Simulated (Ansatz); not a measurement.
# Zr2NO2 monolayer: the cell at rest, part 2 of 2

Aim: bring Zr2NO2 monolayer to small forces and stress, as phonons need.

Ansatz 0.2.0; DFT PBEsol, scalar-relativistic, plane waves, PAW; PAW set soft_1.

So far. Step 2 (A coarse first look): The coarse mesh shows no gap.

## 5. Tight relaxation

Phonons need a cell at rest on their own settings, so the relaxation is repeated with tight tolerances on forces and stress on the k mesh and occupations of the first response run.

input.yaml

```yaml
crystal:
  lattice:
    - [3.2297384044, 0.0, 0.0]
    - [-1.6148692022, 2.7970355058, 0.0]
    - [0.0, 0.0, 32.6]
  atoms:
    - { symbol: "N", position: [0.0, 0.0, 0.3067484663] }
    - { symbol: Zr, position: [0.3333333333, 0.6666666667, 0.3479117814] }
    - { symbol: Zr, position: [0.6666666667, 0.3333333333, 0.2655851511] }
    - { symbol: O, position: [0.6666666667, 0.3333333333, 0.3776268492] }
    - { symbol: O, position: [0.3333333333, 0.6666666667, 0.2358700834] }
  periodic: [true, true, false]
kpoints:
  mp_grid: { grid: [12, 12, 1] }
hamiltonian:
  xc: pbesol
  pseudopotentials: { kind: paw, azcp: { folder: soft_1 }, xc_functional: pbe }
scf:
  occupations: { method: methfessel_paxton, width: 0.2 }
output:
  forces: true
  stress: true
  eigenvalues: true
  write_density: true
  write_potential: true
  elf: true
  volumetric_format: npy
relax:
  adjacent_minimum: "off"
  f_tol: 0.001
  max_steps: 60
  cell: { stress_2d_tol: 0.002 }
```

On the command line:

```console
> ansatz run input.yaml --threads 4 --pin off --max-ram 16384MiB --backend cpu --events-out ev --progress --plain --runs-dir out
```

Numbers of over 12 decimals in the logs are rounded to 6 here.

Log:

```text
[...]
Crystal: 5 atoms, lattice volume = 294.498 Å³
Basis set: ecut = 420 eV, 5845 PW (Γ), exchange–correlation on 48×48×450 points (8 copies of the dense FFT grid, shifted against one another)
Bands: 26, of which v1, the nominal top of the filled ones, is band 21 counted from 1 (20 counted from 0)
Symmetry: 12 space group operations
[...]
k-points: 19 of 144
[...]
cell:  # Å, volume = 294.4021 Å³
    - [3.229210, 0.0, 0]
    - [-1.614605, 2.796578, 0]
    - [0, 0, 32.6]
  atoms:
    - { symbol: N, position: [0, 0, 0.306748] }
    - { symbol: Zr, position: [0.333333, 0.666667, 0.347913] }
    - { symbol: Zr, position: [0.666667, 0.333333, 0.265584] }
    - { symbol: O, position: [0.666667, 0.333333, 0.377660] }
    - { symbol: O, position: [0.333333, 0.666667, 0.235836] }
[key lines of the parts left out:]
SCF converged after 6 iterations
Free energy (F): -9765.557627 eV
Fermi energy:    -4.790992 eV
P = ½ c Tr σ = -0.0004 N/m
```

It took 18 s on 4 threads of Arm Neoverse V2, shared host; peak memory 0.66 GiB.

Little changed from the start: no atom moved by 0.005 Å and no cell edge by 0.1 %.

Numbers from this step:

```yaml
area_per_atom: 1.806 Å²
```

Electrostatic potential energy in the ac plane at fractional y = 0.333, with atoms of Zr and O within 0.2 Å of it. With pseudopotentials it is smooth inside the atoms' cores, unlike the true potential.

Ten even steps from '_' (-36 eV) to '@' (0 eV), each cell a mean:
```
@@@@@@@@@@@@@@@@@@@@@@@@@@@@@@@@@@
@@@@@@@@@@@@@@@@@@@@@@@@@@@@@@@@@@
@@@@@@@@@@@@@@@@@@@@@@@@@@@@@@@@@@
@@@@@@@@@@@@@@@@@@@@@@@@@@@@@@@@@@
@@@@@@@@@@@@@@@@@@@@@@@@@@@@@@@@@@
@@@@@@@@@@@@@@@@@@@@@@@@@@@@@@@@@@
@@@@@@@@@@@@@@@@@@@@@@@@@@@@@@@@@@
@@@@@@@@@@@@@@@@@@@@@@@@@@@@@@@@@@
@@@@@@@@@@@@@@@@@@@@@@@@@@@@@@@@@@
@@@@@@@@@@@@@@@@@@@@@@@@@@@@@@@@@@
@@@@@@@@@@@@@@@@@@@@@@@@@@@@@@@@@@
@@@@@@@@@@@@@@@@@@@@@@@@@@@@@@@@@@
@@@@@@@@@@@@@@@@@@@@@@@@@@@@@@@@@@
@@@@@@@@@@@@@@@@@@@@@@@@@@@@@@@@@@
@@@@%%%%%%@@@@@@##==------==++%%@@
**++==--==++**####**++++++++**####
####################********######
**##%%%%%%##++..________________--
%%@@@@@@@@@@%%%%##****++++****##%%
@@@@@@@@@@@@@@@@@@@@@@@@@@@@@@@@@@
@@@@@@@@@@@@@@@@@@@@@@@@@@@@@@@@@@
@@@@@@@@@@@@@@@@@@@@@@@@@@@@@@@@@@
@@@@@@@@@@@@@@@@@@@@@@@@@@@@@@@@@@
@@@@@@@@@@@@@@@@@@@@@@@@@@@@@@@@@@
```
Columns run along a (3.2 Å; values clipped at the 3rd and 97th percentile), rows up along c (32.6 Å). Atoms in or near the plane, at fractional coordinates: Zr at (0.67, 0.27), O at (0.67, 0.38).

Valence density in the ac plane at fractional y = 0.333, with atoms of Zr and O within 0.2 Å of it. It is the smooth field of the valence electrons, not physical close to the nuclei.

Ten steps, logarithmic in the rise over the least value, from '0' (0.0 e/Å³) to '9' (3.7 e/Å³), each cell a mean:
```
00000000000000000
00000000000000000
00000000000000000
00000000000000000
00000000000000000
00000000000000000
00000000000000000
00000000000000000
00000000000000000
00000000000000000
00000000000000000
00000000000000000
00000000000000000
00000000000000000
32222235689999764
55565555567887655
45555544444554444
54444457899999986
34444433445555443
00000000000000000
00000000000000000
00000000000000000
00000000000000000
00000000000000000
```
Columns run along a (3.2 Å), rows up along c (32.6 Å). Atoms in or near the plane, at fractional coordinates: Zr at (0.67, 0.27), O at (0.67, 0.38).

ELF in the ac plane at fractional y = 0.333, with atoms of Zr and O within 0.2 Å of it. It is the smooth field of the valence electrons, not physical close to the nuclei.

Ten even steps from '_' (0.00) to '@' (0.75), each cell a mean:
```
__________________________________
__________________________________
__________________________________
__________________________________
__________________________________
__________________________________
__________________________________
__________________________________
__________________________________
__________________________________
__________________________________
__________________________________
__________________________________
________________....::::::......__
==..______::++%%@@@@@@%%%%@@@@@@##
::::--==--::::--==**********++==::
==++******++==--::::::::::::::::--
..::----::..::++@@@@%%**##@@@@%%==
==**######++--::..::------::::..::
____......________________________
__________________________________
__________________________________
__________________________________
__________________________________
```
Columns run along a (3.2 Å), rows up along c (32.6 Å). Atoms in or near the plane, at fractional coordinates: Zr at (0.67, 0.27), O at (0.67, 0.38).

The largest force component left is 0.032 meV/Å, within the tolerances set.

## 6. What came out

| Quantity | Value |
| --- | --- |
| space group after relaxation (within 0.01 Å) | P-3m1 |
| lattice constant a | 3.229 Å |
| lattice constant b | 3.229 Å |
| area per atom | 1.81 Å² |

What this shows: The largest force component left is 0.032 meV/Å, within the tolerances set. The relaxation keeps the symmetry of its start, so it says nothing on stability against lower symmetry. The runs are without spin polarisation, although the cell has an odd electron count. The PAW files were made for PBE and serve the other functionals too. The starting cell was built on a prototype and not taken from a measurement.

[Logs are printed without paths, hosts, clocks, repeated set-up lines and the standing remarks that a program may print on its own settings, such as how far it seeks lower states.]

[Hosts, paths, dates, database ids (printed as entryN), source tags and the programs' standing remarks are cut or masked in the printed files.]
